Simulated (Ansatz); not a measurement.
# Starting-point dependence of the GW gap of Si3N4 (Fd-3m)

Aim: G0W0 for Si3N4 (Fd-3m) on several starting functionals, at one mesh, band count and screening cutoff.

Main program and level: Ansatz 0.2.0; G0W0 on several functionals, plane waves, PAW.

In doubt: masses and optical values from hybrid runs of this build are listed as unsure (step 4), which bears on the screening that GW takes from such a start.

## 1. The starting structure

It takes space group Fd-3m (No. 227, cubic). The conventional cell has a = 7.787 Å, b = 7.787 Å, c = 7.787 Å, α = 90.00°, β = 90.00°, γ = 90.00°. Si has 6 N at 1.89 Å nearest. Nearest to Si lie 4 N at 1.79 Å. N has 4 Si at 1.79 to 1.89 Å nearest. Farther neighbours and most contacts between anions are not listed.

Structure file:

```cif
data_structure
_symmetry_space_group_name_H-M 'Fd-3m:1'
_symmetry_Int_Tables_number 227
_cell_length_a 7.7874
_cell_length_b 7.7874
_cell_length_c 7.7874
_cell_angle_alpha 90.000
_cell_angle_beta 90.000
_cell_angle_gamma 90.000
_cell_volume 472.26
loop_
_atom_site_label
_atom_site_type_symbol
_atom_site_symmetry_multiplicity
_atom_site_Wyckoff_symbol
_atom_site_fract_x
_atom_site_fract_y
_atom_site_fract_z
_atom_site_occupancy
Si1 Si 16 d 0.37500 0.87500 0.12500 1
Si2 Si 8 a 0.25000 0.25000 0.25000 1
N1 N 32 e 0.36756 0.86756 0.36756 1
```

The cell and positions are those that the Materials Project relaxed with its own functionals (PBE, PBE+U or r2SCAN), kept fixed. This is not the form that Si3N4 usually takes at ambient conditions. The default PAW set here is soft_2. Its files were made with PBE.

## 2. G0W0 on PBEsol

Now the one-shot GW correction: screening in the RPA, then the self-energy of the levels asked for.

This step: G0W0 on PBEsol, plane waves, PAW.

input.yaml

```yaml
crystal:
  lattice:
    - [0.0, 3.893718, 3.893718]
    - [3.893718, 0.0, 3.893718]
    - [3.893718, 3.893718, 0.0]
  atoms:
    - { symbol: Si, position: [0.125, 0.125, 0.625] }
    - { symbol: Si, position: [0.125, 0.625, 0.125] }
    - { symbol: Si, position: [0.625, 0.125, 0.125] }
    - { symbol: Si, position: [0.125, 0.125, 0.125] }
    - { symbol: Si, position: [0.75, 0.75, 0.75] }
    - { symbol: Si, position: [0.5, 0.5, 0.5] }
    - { symbol: "N", position: [0.367563, 0.367563, 0.367563] }
    - { symbol: "N", position: [0.352689, 0.882437, 0.882437] }
    - { symbol: "N", position: [0.882437, 0.882437, 0.352689] }
    - { symbol: "N", position: [0.882437, 0.352689, 0.882437] }
    - { symbol: "N", position: [0.367563, 0.367563, 0.897311] }
    - { symbol: "N", position: [0.367563, 0.897311, 0.367563] }
    - { symbol: "N", position: [0.882437, 0.882437, 0.882437] }
    - { symbol: "N", position: [0.897311, 0.367563, 0.367563] }
kpoints:
  mp_grid: { grid: [4, 4, 4] }
hamiltonian:
  xc: pbesol
scf:
  occupations: { method: fixed }
gw:
  n_empty_bands: 252
  ecut_chi: 96
  qp_bands: [v4, c4]
  qp_kpoints: band_edges
  screening: { model: contour_deformation }
```

Launch:

```sh
> ansatz run input.yaml --threads 24 --pin off --max-ram 82944MiB --backend cuda --events-out ev --progress --plain --runs-dir out --devices 1 --max-vram 78GiB
```

Numbers of over 12 decimals in the logs are rounded to 6 here.

What it wrote:

```text
GPUs: using 1 of 1 available (devices: 1).
Engine: ansatz 0.2.0, aarch64-unknown-linux-gnu
Pseudopotentials: kind: paw
Pseudopotential: Si, paw, valence charge 4, recommended cutoff 420 eV (normal), Si.paw.azcp
Pseudopotential: N, paw, valence charge 5, recommended cutoff 420 eV (normal), N.paw.azcp
Functional definition: PBEsol
  exchange = pbesol_x
  correlation = pbesol_c
[...]
Crystal: 14 atoms, lattice volume = 118.066 Å³
Basis set: ecut = 420 eV, 2277 PW (Γ)
Bands: 46, of which v1, the nominal top of the filled ones, is band 32 counted from 1 (31 counted from 0)
Symmetry: 48 space group operations
Space group: Fd-3m (ITA 227), of the structure as read, at distance tolerance 4.9e-5 Å
k-points: 8 of 64
Non-local potential: Si, projectors of the file, l = 0: 2, l = 1: 2, l = 2: 2
Non-local potential: N, projectors of the file, l = 0: 2, l = 1: 2, l = 2: 1
PAW form: soft (Blöchl's): semilocal exchange-correlation on the pseudo side does not see the compensation charge
PAW frozen core: Si, regenerated for the run's functional, and the local potential with it (the file was generated under x = pbe(κ = 0.804, μ = 0.219515), c = pbe(β = 0.066725))
PAW frozen core: N, regenerated for the run's functional, and the local potential with it (the file was generated under x = pbe(κ = 0.804, μ = 0.219515), c = pbe(β = 0.066725))
PAW one-centre angular grid: Si, 110 points (default); XC on 64 Gauss nodes
PAW one-centre angular grid: N, 110 points (default); XC on 64 Gauss nodes
Initial density: superposition of atomic densities (neutral atoms: chi_scale 0, normalization atom), corrected by the library's trained network
Initial wavefunctions: pseudopotential atomic-orbital guess
[...]
Functional: x = pbesol(κ = 0.804, μ = 0.123457), c = pbesol(β = 0.046)
SCF iter   1: F=—  HF=-6772.749756 eV  |F-HF|=—  |Δ(HF+E_count)|=         —  Δρ=1.34e-2  dr2=2.06e-1  ethr=1.77e-3  ⟨swp⟩=5.0  Hψ=1524  notcnv=0  defer=92
preconditioner: auto → Resta (q_TF=auto, 2.464 Å⁻¹)  ε∞=4.4  [insulator: Δε(μ)=3.124 eV  Ē_g=14.855 eV  n_scr=26 (ndim 8)  ℏωp=27.3 eV  f_vac=0.000  ε∞_Penn≈4.4]
SCF iter   2: F=—  HF=-6772.681586 eV  |F-HF|=—  |Δ(HF+E_count)|=   6.82e-2  Δρ=2.77e-3  dr2=8.44e-3  ethr=3.22e-4  ⟨swp⟩=2.1  Hψ=614  notcnv=0  defer=92
SCF iter   3: F=—  HF=-6772.679888 eV  |F-HF|=—  |Δ(HF+E_count)|=   1.70e-3  Δρ=1.21e-3  dr2=8.83e-4  ethr=1.32e-5  ⟨swp⟩=2.4  Hψ=520  notcnv=0  defer=92
SCF iter   4: F=—  HF=-6772.679815 eV  |F-HF|=—  |Δ(HF+E_count)|=   7.37e-5  Δρ=1.45e-4  dr2=1.55e-5  ethr=1.38e-6  ⟨swp⟩=2.1  Hψ=517  notcnv=0  defer=91
SCF iter   5: F=—  HF=-6772.679817 eV  |F-HF|=—  |Δ(HF+E_count)|=   2.70e-6  Δρ=2.22e-5  dr2=4.35e-7  ethr=2.42e-8  ⟨swp⟩=1.9  Hψ=487  notcnv=0  defer=74
SCF iter   6: F=-6772.679817 eV  HF=-6772.679817 eV  |F-HF|=2.60e-9  |Δ(HF+E_count)|=   1.76e-7  Δρ=2.44e-6  dr2=4.89e-9  ethr=1.56e-10  ⟨swp⟩=15.5  Hψ=2011  notcnv=0
SCF 1 converged in 6 iterations: F = -6772.679817 eV  dr2 = 4.89e-9
  greatest PAW one-centre occupation: 0.786 electrons in one spin orbital (limit 2), on the N atom at site 13 (counted from 0), in its partial waves of l = 0
[...]
NSCF: frozen V_eff on 8 k-points
the band table was solved once the SCF had ended and its energy, with any forces and stress, was formed, with the checks that follow a solve (1533 applications of the Hamiltonian). They found nothing against the state; the energy, forces and stress were not computed again (output.eigenvalues in the input reference)
[...]
NSCF: frozen V_eff on 8 k-points
G₀W₀ screening: q 1/8
[... further progress lines ...]
[...]
NSCF: frozen V_eff on 1 k-points
SCF converged after 6 iterations
Free energy (F): -6772.679817 eV
Harris-Foulkes:  -6772.679817 eV  (|F-HF|=2.60e-9)
Internal energy: -6772.679817 eV  (E = F + TS)
E sigma→0 (E₀):  -6772.679817 eV
Fermi energy:    10.874812 eV
--- Per-component energies (eV) ---
  E_band       = 265.319828
  E_kinetic    = 1355.300728
  E_local      = -1475.635353  (includes V_loc(G=0)·N_el)
  E_nonlocal   = 503.312900
  E_hartree    = 485.286482
  E_xc         = -823.844925
  E_vxc        = -915.966584  (∫ρ·V_xc dr)
  E_paw        = -3976.673356  (= ΣΔE_a)
[...]
0    36     15.6907    -9.2330    -4.5059   -14.8310  0.8312    16.7895    16.7828  root
     1    29     10.4048   -21.9963     3.4461   -18.0343  0.8006     9.8872     9.8889  root
     1    30     10.4485   -21.8767     3.4598   -17.8974  0.8002     9.9272     9.9290  root
     1    31     10.7623   -22.2627     3.3624   -18.4308  0.8024    10.2913    10.2927  root
     1    32     10.7623   -22.2627     3.3624   -18.4308  0.8024    10.2913    10.2927  root
     1    33     14.8696    -8.5561    -4.2711   -13.7354  0.8338    15.7822    15.7778  root
     1    34     15.1249    -8.5633    -4.2590   -13.7254  0.8324    16.0325    16.0280  root
     1    35     15.1249    -8.5633    -4.2590   -13.7254  0.8324    16.0325    16.0280  root
     1    36     16.7796    -9.4744    -4.6572   -15.2883  0.8238    17.9451    17.9364  root
     2    29     10.4246   -22.2712     3.4228   -18.3400  0.8017     9.9145     9.9162  root
     2    30     10.4246   -22.2712     3.4228   -18.3400  0.8017     9.9145     9.9162  root
     2    31     10.5623   -21.9530     3.3996   -18.0618  0.8010    10.0691    10.0707  root
     2    32     10.5623   -21.9530     3.3996   -18.0618  0.8010    10.0691    10.0707  root
     2    33     15.7037    -8.2476    -4.4915   -13.7079  0.8307    16.6780    16.6724  root
     2    34     16.5266    -7.3345    -4.6443   -12.8858  0.8276    17.4392    17.4336  root
     2    35     16.5266    -7.3345    -4.6443   -12.8858  0.8276    17.4392    17.4336  root
     2    36     17.0600    -9.2960    -4.7169   -15.1297  0.8274    18.1849    18.1768  root
     3    29     10.3137   -21.8868     3.4759   -17.8859  0.7999     9.7868     9.7887  root
     3    30     10.3324   -22.1694     3.4287   -18.2159  0.8013     9.8057     9.8075  root
     3    31     10.3324   -22.1694     3.4287   -18.2159  0.8013     9.8057     9.8075  root
     3    32     10.6420   -21.9491     3.4243   -18.0293  0.8008    10.1449    10.1466  root
     3    33     15.1595    -8.3896    -4.3463   -13.6480  0.8329    16.0763    16.0716  root
     3    34     15.7326    -9.1050    -4.2625   -14.3309  0.8276    16.7014    16.6960  root
     3    35     15.7326    -9.1050    -4.2625   -14.3309  0.8276    16.7014    16.6960  root
[...]
7    29      9.8446   -21.9703     3.5127   -17.8810  0.7992     9.2656     9.2680  root
     7    30      9.8446   -21.9703     3.5127   -17.8810  0.7992     9.2656     9.2680  root
     7    31     10.1562   -21.6586     3.4334   -17.6884  0.8003     9.6174     9.6193  root
     7    32     10.1562   -21.6586     3.4334   -17.6884  0.8003     9.6174     9.6193  root
     7    33     17.4226    -8.1167    -4.6897   -13.8254  0.8193    18.4496    18.4416  root
     7    34     17.4226    -8.1167    -4.6897   -13.8254  0.8193    18.4496    18.4416  root
     7    35     17.9413    -8.3323    -4.8839   -14.3259  0.8158    19.0610    19.0510  root
     7    36     17.9413    -8.3323    -4.8839   -14.3259  0.8158    19.0610    19.0510  root
```

Wall time 2.5 s (1 × NVIDIA GB200 (shared by 2 runs) with 24 threads of Arm Neoverse V2, shared host); peak memory 1.4 GiB; 9 s of CPU time.

This step gave:

- bands summed: 284
- RPA ε∞ on this mesh (eigenvalues): 5.245, 5.245, 5.245
- plane waves in the screening matrix: 259
- q-points in the mesh: 64
- G0W0 gap on the mesh: 4.548 eV
- k of the valence top: 0, 0.25, -0.25
- k of the conduction bottom: 0, 0, 0
- starting gap on the mesh: 3.248 eV
- Z at the valence top: 0.8024
- Z at the conduction bottom: 0.8360
- least direct G0W0 gap on the computed points: 4.567 eV

The gap on the mesh goes from 3.25 eV to 4.55 eV, a correction of +1.30 eV. Between the two edge states, bare exchange in place of the xc potential would open the gap by 8.77 eV, and correlation takes back 7.47 eV.

## 3. G0W0 on PBE

The same correction from a different start measures what one shot leaves open.

This step: G0W0 on PBE, plane waves, PAW.

Edit input.yaml of step 2 so:

```diff
@@ -23,3 +23,3 @@
 hamiltonian:
-  xc: pbesol
+  xc: pbe
 scf:
```

What it wrote:

```text
GPUs: using 1 of 1 available (devices: 1).
[...]
Crystal: 14 atoms, lattice volume = 118.066 Å³
Basis set: ecut = 420 eV, 2277 PW (Γ)
Bands: 46, of which v1, the nominal top of the filled ones, is band 32 counted from 1 (31 counted from 0)
[... 1 set-up line as in the run before ...]
[...]
k-points: 8 of 64
[...]
SCF iter   1: F=—  HF=-6899.811041 eV  |F-HF|=—  |Δ(HF+E_count)|=         —  Δρ=4.05e-3  dr2=3.40e-2  ethr=1.77e-3  ⟨swp⟩=5.0  Hψ=1515  notcnv=0  defer=92
[...]
SCF iter   6: F=-6899.797638 eV  HF=-6899.797638 eV  |F-HF|=6.68e-9  |Δ(HF+E_count)|=   2.91e-7  Δρ=4.17e-6  dr2=1.73e-8  ethr=1.56e-10  ⟨swp⟩=16.5  Hψ=2025  notcnv=0
SCF 1 converged in 6 iterations: F = -6899.797638 eV  dr2 = 1.73e-8
[...]
NSCF: frozen V_eff on 8 k-points
[...]
G₀W₀ screening: q 1/8
[... further progress lines ...]
[...]
SCF converged after 6 iterations
Free energy (F): -6899.797638 eV
[...]
Internal energy: -6899.797638 eV  (E = F + TS)
E sigma→0 (E₀):  -6899.797638 eV
Fermi energy:    10.952125 eV
[...]
0    36     15.8599    -9.3723    -4.4759   -14.8602  0.8313    16.8775    16.8718  root
     1    29     10.4899   -22.0718     3.4595   -18.1059  0.8013     9.9818     9.9835  root
     1    30     10.5363   -21.9565     3.4747   -17.9704  0.8009    10.0233    10.0250  root
     1    31     10.8411   -22.3309     3.3728   -18.5069  0.8031    10.3886    10.3899  root
     1    32     10.8411   -22.3309     3.3728   -18.5069  0.8031    10.3886    10.3899  root
     1    33     15.0673    -8.5513    -4.2432   -13.5789  0.8346    15.8550    15.8517  root
     1    34     15.3235    -8.5549    -4.2318   -13.5674  0.8333    16.1075    16.1042  root
     1    35     15.3235    -8.5549    -4.2318   -13.5674  0.8333    16.1075    16.1042  root
[...]
7    33     17.6238    -8.0740    -4.6609   -13.6366  0.8204    18.5317    18.5256  root
     7    34     17.6238    -8.0740    -4.6609   -13.6366  0.8204    18.5317    18.5256  root
     7    35     18.1337    -8.3441    -4.8508   -14.2085  0.8169    19.1555    19.1472  root
     7    36     18.1337    -8.3441    -4.8508   -14.2085  0.8169    19.1555    19.1472  root
```

Wall time 2.5 s (1 × NVIDIA GB200 (shared by 2 runs) with 24 threads); peak memory 1.3 GiB.

Numbers from this step:

```yaml
bands_summed: 284
rpa_eps_infinity_on_this_mesh_eigenvalues: 5.138, 5.138, 5.138
plane_waves_in_the_screening_matrix: 259
q_points_in_the_mesh: 64
g0w0_gap_on_the_mesh: 4.520 eV
k_of_the_valence_top: 0, 0.25, -0.25
k_of_the_conduction_bottom: 0, 0, 0
starting_gap_on_the_mesh: 3.372 eV
z_at_the_valence_top: 0.8032
z_at_the_conduction_bottom: 0.8369
least_direct_g0w0_gap_on_the_computed_points: 4.540 eV
```

Against the run with 4×4×4 mesh, 252 empty bands, screening to 96 eV on PBEsol, the gap moves by −0.03 eV, while the start moved by +0.12 eV.

## 4. G0W0 on HSE06

This step: G0W0 on HSE06, plane waves, PAW.

Edit input.yaml of step 3 so:

```diff
@@ -23,3 +23,3 @@
 hamiltonian:
-  xc: pbe
+  xc: hse06
 scf:
```

What it wrote:

```text
GPUs: using 1 of 1 available (devices: 1).
[...]
davidson cushion auto → on  (no smearing: the cushion is to keep the highest requested band from converging to the state above it; pin scf.eigensolver.cushion to override)
[...]
Crystal: 14 atoms, lattice volume = 118.066 Å³
Basis set: ecut = 420 eV, 2277 PW (Γ)
Bands: 46, of which v1, the nominal top of the filled ones, is band 32 counted from 1 (31 counted from 0)
[... 1 set-up line as in the run before ...]
[...]
k-points: 8 of 64
[...]
1    33     15.5350    -8.2693    -4.0814   -12.8964  0.8540    16.0819    16.0807  root
     1    34     15.7900    -8.2366    -4.0778   -12.8551  0.8530    16.3320    16.3307  root
     1    35     15.7900    -8.2366    -4.0778   -12.8551  0.8530    16.3320    16.3307  root
[...]
7    33     18.2117    -7.7276    -4.4311   -12.7291  0.8423    18.7838    18.7820  root
     7    34     18.2117    -7.7276    -4.4311   -12.7291  0.8423    18.7838    18.7820  root
     7    35     18.7988    -7.9918    -4.5758   -13.1922  0.8397    19.4257    19.4235  root
     7    36     18.7988    -7.9918    -4.5758   -13.1922  0.8397    19.4257    19.4235  root
```

It took 11 s on 1 × NVIDIA GB200 (shared by 2 runs) with 24 threads; peak memory 1.8 GiB; 48 s of CPU time.

Numbers from this step:

```yaml
bands_summed: 284
rpa_eps_infinity_on_this_mesh_eigenvalues: 4.328, 4.328, 4.328
plane_waves_in_the_screening_matrix: 259
g0w0_gap_on_the_mesh: 5.056 eV
k_of_the_valence_top: 0, 0.25, -0.25
k_of_the_conduction_bottom: 0, 0, 0
starting_gap_on_the_mesh: 4.681 eV
least_direct_g0w0_gap_on_the_computed_points: 5.074 eV
```

Against the run with 4×4×4 mesh, 252 empty bands, screening to 96 eV on PBE, the gap moves by +0.54 eV, while the start moved by +1.31 eV.

## 5. Side by side

All on the 4×4×4 mesh with 252 empty bands and screening to 96 eV. Times are wall times on 1 × NVIDIA GB200 (shared by 2 runs) with 24 threads of Arm Neoverse V2, shared host, good to a factor of about two.

| start | starting gap (eV) | shift (eV) | G0W0 gap (eV) | RPA ε∞ (harmonic mean) | Z (valence, conduction) | time |
| --- | --- | --- | --- | --- | --- | --- |
| PBEsol | 3.25 | +1.30 | 4.55 | 5.25 | 0.80, 0.84 | 2.5 s |
| PBE | 3.37 | +1.15 | 4.52 | 5.14 | 0.80, 0.84 | 2.5 s |
| HSE06 | 4.68 | +0.37 | 5.06 | 4.33 | 0.83, 0.86 | 11 s |

How the two edges are built up, in eV (the quasiparticle level is the starting level plus Σx plus Σc less Vxc):

| run | edge | start | Σx | Σc | Vxc | Z | QP |
| --- | --- | --- | --- | --- | --- | --- | --- |
| PBEsol | valence top | 10.87 | -22.27 | 3.35 | -18.47 | 0.80 | 10.42 |
| PBEsol | conduction bottom | 14.12 | -8.58 | -4.12 | -13.54 | 0.84 | 14.97 |
| PBE | valence top | 10.95 | -22.34 | 3.36 | -18.55 | 0.80 | 10.52 |
| PBE | conduction bottom | 14.32 | -8.56 | -4.09 | -13.37 | 0.84 | 15.04 |
| HSE06 | valence top | 10.06 | -22.36 | 3.13 | -19.37 | 0.83 | 10.20 |
| HSE06 | conduction bottom | 14.74 | -8.28 | -3.96 | -12.75 | 0.86 | 15.26 |

For a hybrid start, Vxc holds its share of exact exchange.

## 6. Outcome

```yaml
g0w0_pbesol: 4.55 eV (start 3.25 eV)
g0w0_pbe: 4.52 eV (start 3.37 eV)
g0w0_hse06: 5.06 eV (start 4.68 eV)
known_limits: not at the basis limit
```

**Reading.** The starting gaps span 1.43 eV and the G0W0 gaps 0.54 eV. Between PBEsol and HSE06, 0.51 eV of the 1.43 eV survives, 35 %. The order is not kept throughout: PBE starts 0.12 eV above PBEsol and ends 0.03 eV below it, so orbitals matter beside the gap. HSE06 screens less than PBEsol (ε∞ 4.33 against 5.25). Of the 0.51 eV by which its G0W0 gap is higher, the correlation part gives +0.38 eV, and exchange with the one-particle terms, which follow the orbitals, +0.13 eV. The smallest correction, +0.37 eV, is on HSE06, the start nearest to reproducing itself. Bands and cutoff are finite, so the gap is not at the basis limit. The miss can reach some tenths of an eV and take either sign; the mesh is an error of its own.

[Paths, hosts, dates, memory and timing lines, banners, echoed tables and standing remarks are left out of the program output.]

[Logs are printed without paths, hosts, clocks, repeated set-up lines and the standing remarks that a program may print on its own settings, such as how far it seeks lower states.]

[Runs of the session that timed out or met a known fault of the program may be left out.]

[Cells called generated may have been cut or substituted from an entry of the Crystallography Open Database or the Materials Project.]

[Hosts, paths, dates, database ids (printed as entryN), source tags and the programs' standing remarks are cut or masked in the printed files.]
